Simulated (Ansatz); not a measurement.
## Neighbourhoods of single atoms in H-capped Ge nanowire along [111] (64 atoms)

The cell holds 64 atoms: 34 Ge and 30 H. Cell: a = 19.500 Å, b = 18.815 Å, c = 9.800 Å, α = 90.0°, β = 90.0°, γ = 90.0°. It derives from Ge (diamond-structure). The starting structure: Square section of size parameter 4.53 Å cut from diamond-structure Ge (a = 5.658 Å) along [111], 1 period, broken bonds capped with H, 9 Å of vacuum. Regions: wire, 34 atoms (34 Ge); hydrogen, 30 atoms (30 H). Vacuum lies along a and b. The structure repeats along c.

Method: Kohn-Sham DFT, revPBE, PAW (set soft_2), plane waves (Ansatz 0.2.0; cutoff 420 eV, Γ point, gaussian smearing of 0.05 eV), at the last frame of 68 fs of DFT dynamics near 371 K.

The whole cell was solved; only parts of it are printed.

A closer look about Ge32, which bears the longest force: 34 atoms, nearest first, numbered in the order of the input, with positions taken from that point.

```
atom      x      y      z  distance (Å)  bonds  Löwdin charge (e)     Fx     Fy  Fz (eV/Å)
Ge32   0.00   0.00   0.00          0.00      4               0.08  -1.29   1.03       0.42
 H61   1.16  -0.68   0.60          1.48      1              -0.03   1.31  -0.55       0.31
Ge31  -0.07  -0.09  -2.38          2.38      4               0.10   0.54  -0.65      -1.05
Ge17  -1.93  -1.36   0.84          2.50      4               0.00   0.13   0.28      -0.73
Ge33   0.05   2.46   0.78          2.58      4               0.10   0.20  -0.73       0.16
 H60   1.12   0.76  -2.93          3.23      1              -0.04   0.15  -0.13      -0.04
 H62   1.30   3.19   0.17          3.45      1              -0.04   0.07  -0.12       0.06
Ge34   0.32   2.01   3.27          3.85      4               0.19  -0.72   1.08      -0.34
Ge24  -3.86  -0.05  -0.08          3.87      4               0.02  -0.05  -0.11       0.17
Ge18  -1.89  -1.25   3.26          3.97      4               0.01   0.22   0.28      -0.06
Ge16  -1.67  -3.64  -0.21          4.01      4               0.17  -1.15   0.49      -0.35
Ge22  -1.97   3.53  -0.20          4.05      4               0.11   0.64  -0.08      -0.25
 H57   1.48  -2.28   3.12          4.13      1              -0.02  -0.29  -0.01       0.21
Ge28  -2.01   0.92  -3.52          4.15      4               0.01   0.03   0.18       0.84
 H63   1.38   1.04   3.78          4.16      1              -0.03   0.33  -0.41      -0.15
Ge30   0.17  -2.48  -3.35          4.17      4               0.10   0.29   0.54      -0.33
 H50  -0.43  -4.25   0.32          4.28      1              -0.04   1.16  -0.38       0.31
Ge27  -1.96   1.18   3.90          4.52      4               0.01   0.61  -0.62      -0.37
Ge21  -1.76   3.21  -2.70          4.55      4               0.16  -0.89   0.71       0.29
Ge25  -3.88   2.39   0.72          4.62      4               0.02  -0.40  -0.14      -0.19
Ge29   0.20  -2.47   4.00          4.71      4               0.17  -0.44   0.72       0.00
Ge23  -4.03  -0.05  -2.60          4.79      4               0.02   0.19  -0.18       0.30
 H59   1.39  -3.41  -3.10          4.82      1              -0.03   0.11   0.09       0.43
 H54  -0.41   3.65  -3.26          4.91      1              -0.04   0.36   0.34       0.04
Ge15  -1.86  -3.66  -2.69          4.91      4               0.10  -0.71   0.75       0.67
 H64   0.62   3.34   4.02          5.27      1              -0.05  -0.08  -0.07      -0.06
 H58  -0.52  -3.77   3.73          5.33      1              -0.05   0.06  -0.99      -0.35
 H51  -2.77  -4.64   0.24          5.41      1              -0.05  -0.07   0.10       0.16
 H55  -2.16   5.05   0.11          5.49      1              -0.03   0.15   0.03       0.05
Ge26  -3.94   2.42   3.18          5.61      4               0.12   0.13  -0.71      -0.36
Ge20  -3.98  -2.38  -3.39          5.75      4               0.02  -0.17  -0.76       0.47
 H53  -2.90   4.21  -3.26          6.06      1              -0.05   0.68  -0.49       0.14
 Ge3  -5.89  -1.27   0.69          6.06      4               0.00   0.05   0.52      -0.21
Ge19  -3.92  -2.48   3.96          6.10      4               0.12  -0.21   1.00       0.31
```

The column of bonds counts only the pairs Ge-Ge within 2.98 Å, Ge-H within 1.89 Å; other neighbours, such as metal atoms beside each other in a compound, aren't counted, and periodic images can show an atom twice.

A closer look about Ge2, whose charge lies farthest from its element's mean: 34 atoms, nearest first, numbered in the order of the input, with positions taken from that point.

```
atom      x      y      z  distance (Å)  bonds  Löwdin charge (e)     Fx     Fy  Fz (eV/Å)
 Ge2   0.00   0.00   0.00          0.00      4               0.21   0.27   0.63      -1.06
 H36  -1.28  -0.58   0.43          1.47      1              -0.04  -1.22  -0.52       0.49
 H37   1.11  -0.87   0.51          1.50      1              -0.03   0.51  -0.38       0.07
 Ge3   0.11   2.30   0.65          2.40      4               0.00   0.05   0.52      -0.21
 Ge1  -0.17   0.25  -2.46          2.48      4               0.05   0.11   0.11      -0.32
 H35  -0.48  -1.15  -2.98          3.23      1              -0.05   0.22  -0.89      -0.30
 H51   3.24  -1.07   0.21          3.41      1              -0.05  -0.07   0.10       0.16
 Ge4   0.04   2.23   3.07          3.79      4               0.02  -0.05   0.02       0.30
 H52   2.05  -0.29   3.35          3.94      1              -0.03   0.06  -0.87      -0.22
 H38  -2.43  -0.16   3.16          3.99      1              -0.03   0.05  -0.32      -0.14
Ge10  -1.79   3.57  -0.26          4.01      4               0.08  -0.02  -0.25       0.10
Ge24   2.14   3.53  -0.12          4.13      4               0.02  -0.05  -0.11       0.17
 H45  -3.02   2.81   0.30          4.13      1              -0.05  -0.26   0.01       0.09
Ge20   2.02   1.19  -3.42          4.15      4               0.02  -0.17  -0.76       0.47
Ge16   4.33  -0.07  -0.24          4.34      4               0.17  -1.15   0.49      -0.35
 Ge6  -2.32   1.18  -3.49          4.35      4               0.14   1.45   0.69      -0.36
 Ge5  -2.13   1.19   3.80          4.52      4               0.19   0.15   0.65       0.47
Ge19   2.09   1.10   3.93          4.58      4               0.12  -0.21   1.00       0.31
 H40  -3.54   0.41  -3.04          4.69      1              -0.02  -0.66  -0.30       0.36
Ge17   4.07   2.22   0.80          4.71      4               0.00   0.13   0.28      -0.73
Ge23   1.98   3.52  -2.63          4.82      4               0.02   0.19  -0.18       0.30
 Ge9  -2.07   3.52  -2.76          4.93      4               0.09   0.24   0.45       0.20
Ge15   4.15  -0.09  -2.73          4.96      4               0.10  -0.71   0.75       0.67
 H39  -3.18   2.22   3.28          5.07      1              -0.04  -0.09  -0.11       0.04
 H49   3.81  -1.56  -2.99          5.08      1              -0.02   0.19  -0.45      -0.36
 H50   5.58  -0.67   0.29          5.62      1              -0.04   1.16  -0.38       0.31
Ge18   4.12   2.32   3.23          5.73      4               0.01   0.22   0.28      -0.06
Ge14   0.05   4.66  -3.59          5.88      4               0.02  -0.38  -0.23       0.56
Ge13   0.15   4.60   3.80          5.97      4               0.01  -0.40   0.24       0.20
Ge11  -1.75   5.81   0.78          6.11      4               0.07  -0.04   0.06       0.02
Ge19   2.09   1.10  -5.87          6.33      4               0.12  -0.21   1.00       0.31
Ge25   2.12   5.96   0.69          6.36      4               0.02  -0.40  -0.14      -0.19
 H44  -3.19   4.54  -3.13          6.37      1              -0.04  -0.15  -0.06       0.03
 Ge5  -2.13   1.19  -6.00          6.48      4               0.19   0.15   0.65       0.47
```

The column of bonds counts only the pairs Ge-Ge within 2.98 Å, Ge-H within 1.89 Å; other neighbours, such as metal atoms beside each other in a compound, aren't counted, and periodic images can show an atom twice.

Local excerpt of 28 atoms (numbers count through the whole input) about H54, picked at random; x, y, z are measured from there.

```
atom      x      y      z  distance (Å)  bonds  Löwdin charge (e)     Fx     Fy  Fz (eV/Å)
 H54   0.00   0.00   0.00          0.00      1              -0.04   0.36   0.34       0.04
Ge21  -1.35  -0.44   0.56          1.53      4               0.16  -0.89   0.71       0.29
 H53  -2.49   0.56   0.00          2.56      1              -0.05   0.68  -0.49       0.14
 H64   1.03  -0.31  -2.52          2.74      1              -0.05  -0.08  -0.07      -0.06
Ge28  -1.60  -2.73  -0.26          3.17      4               0.01   0.03   0.18       0.84
 H60   1.53  -2.89   0.33          3.29      1              -0.04   0.15  -0.13      -0.04
Ge22  -1.56  -0.12   3.06          3.44      4               0.11   0.64  -0.08      -0.25
Ge34   0.73  -1.64  -3.28          3.74      4               0.19  -0.72   1.08      -0.34
 H62   1.71  -0.46   3.42          3.85      1              -0.04   0.07  -0.12       0.06
Ge31   0.34  -3.74   0.87          3.86      4               0.10   0.54  -0.65      -1.05
Ge27  -1.55  -2.47  -2.64          3.93      4               0.01   0.61  -0.62      -0.37
 H55  -1.75   1.40   3.37          4.04      1              -0.03   0.15   0.03       0.05
 H63   1.79  -2.61  -2.76          4.20      1              -0.03   0.33  -0.41      -0.15
Ge33   0.46  -1.19   4.03          4.23      4               0.10   0.20  -0.73       0.16
 H56  -3.59   0.07  -2.57          4.41      1              -0.02  -0.04   0.57       0.11
 H41  -4.60   0.79   0.10          4.67      1              -0.04  -0.31  -0.35      -0.02
Ge32   0.41  -3.65   3.26          4.91      4               0.08  -1.29   1.03       0.42
Ge26  -3.53  -1.23  -3.37          5.03      4               0.12   0.13  -0.71      -0.36
Ge23  -3.62  -3.70   0.66          5.22      4               0.02   0.19  -0.18       0.30
Ge25  -3.47  -1.26   3.98          5.43      4               0.02  -0.40  -0.14      -0.19
 Ge7  -5.59  -0.30   0.68          5.64      4               0.15   0.26   0.38       0.36
Ge33   0.46  -1.19  -5.77          5.91      4               0.10   0.20  -0.73       0.16
Ge24  -3.46  -3.69   3.17          5.97      4               0.02  -0.05  -0.11       0.17
 H61   1.57  -4.33   3.86          6.01      1              -0.03   1.31  -0.55       0.31
Ge18  -1.48  -4.90  -3.28          6.08      4               0.01   0.22   0.28      -0.06
Ge14  -5.55  -2.56  -0.29          6.12      4               0.02  -0.38  -0.23       0.56
Ge30   0.58  -6.13  -0.09          6.16      4               0.10   0.29   0.54      -0.33
 Ge8  -5.50  -0.10   3.16          6.34      4               0.12   0.28  -1.57      -0.59
```

The column of bonds counts only the pairs Ge-Ge within 2.98 Å, Ge-H within 1.89 Å; other neighbours, such as metal atoms beside each other in a compound, aren't counted, and periodic images can show an atom twice.

Length of the force by element:

```
element  coordination  atoms  mean length of the force (eV/Å)  spread   least  most
     Ge           all     34                            0.840   0.433  0.0774  1.70
      H           all     30                            0.621   0.387   0.122  1.45
```

Löwdin charges by element (they lack the spilled electrons, 0.029 e an atom on average):

```
element  coordination  atoms  mean charge (e)  spread    least     most
     Ge           all     34           0.0867  0.0662  -0.0016    0.206
      H           all     30          -0.0362  0.0096  -0.0533  -0.0201
```

Only the Γ point is sampled, in a cell whose periodic width is 10 Å. The Löwdin charges lack the electrons that the projection spills, 0.029 e an atom on average.

[Logs are printed without paths, hosts, clocks, repeated set-up lines and the standing remarks that a program may print on its own settings, such as how far it seeks lower states.]

[Hosts, paths, dates, database ids (printed as entryN), source tags and the programs' standing remarks are cut or masked in the printed files.]
